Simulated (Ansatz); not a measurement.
Rows from a G0W0 calculation on La2O3 (P-3m1) (Ansatz 0.2.0; G0W0 on PBE, plane waves, PAW; 6×6×4 mesh, 244 empty bands, screening to 120 eV, plasmon pole), in eV. Spin-orbit coupling is left out.

| row | k | band | start | Σx | Σc at the solution | Vxc |
| --- | --- | --- | --- | --- | --- | --- |
| A | (0.333, 0.333, 0.000) | v1 | 9.601 | -25.635 | 4.304 | -20.921 |
| B | (0.333, 0.333, 0.000) | c2 | 14.416 | -14.661 | -6.979 | -24.637 |
| C | (0.000, -0.500, -0.500) | c2 | 14.303 | -13.979 | -6.413 | -23.084 |
| D | (0.333, 0.333, 0.000) | c1 | 13.568 | -9.214 | -4.557 | -14.841 |
| E | (0.000, -0.500, -0.500) | c1 | 14.083 | -13.862 | -6.375 | -22.866 |
| F | (0.000, -0.500, -0.500) | v1 | 9.713 | -25.135 | 4.373 | -20.346 |

**Question.** Give the quasiparticle energies and the shift of each level.

The quasiparticle equation reads E = start + Σx + Σc(E) − Vxc.

```
row  E (eV)  shift (eV)
  A   9.192      −0.409
  B  17.413      +2.997
  C  16.995      +2.692
  D  14.637      +1.069
  E  16.712      +2.629
  F   9.296      −0.416
```

The gap over the computed points goes from 3.84 eV to 5.34 eV.

Limits: not at the basis limit; f levels unsure; no spin-orbit coupling.

[Paths, hosts, dates, memory and timing lines, banners, echoed tables and standing remarks are left out of the program output.]

[Logs are printed without paths, hosts, clocks, repeated set-up lines and the standing remarks that a program may print on its own settings, such as how far it seeks lower states.]

[Runs of the session that timed out or met a known fault of the program may be left out.]

[Cells called generated may have been cut or substituted from an entry of the Crystallography Open Database or the Materials Project.]

[Hosts, paths, dates, database ids (printed as entryN), source tags and the programs' standing remarks are cut or masked in the printed files.]
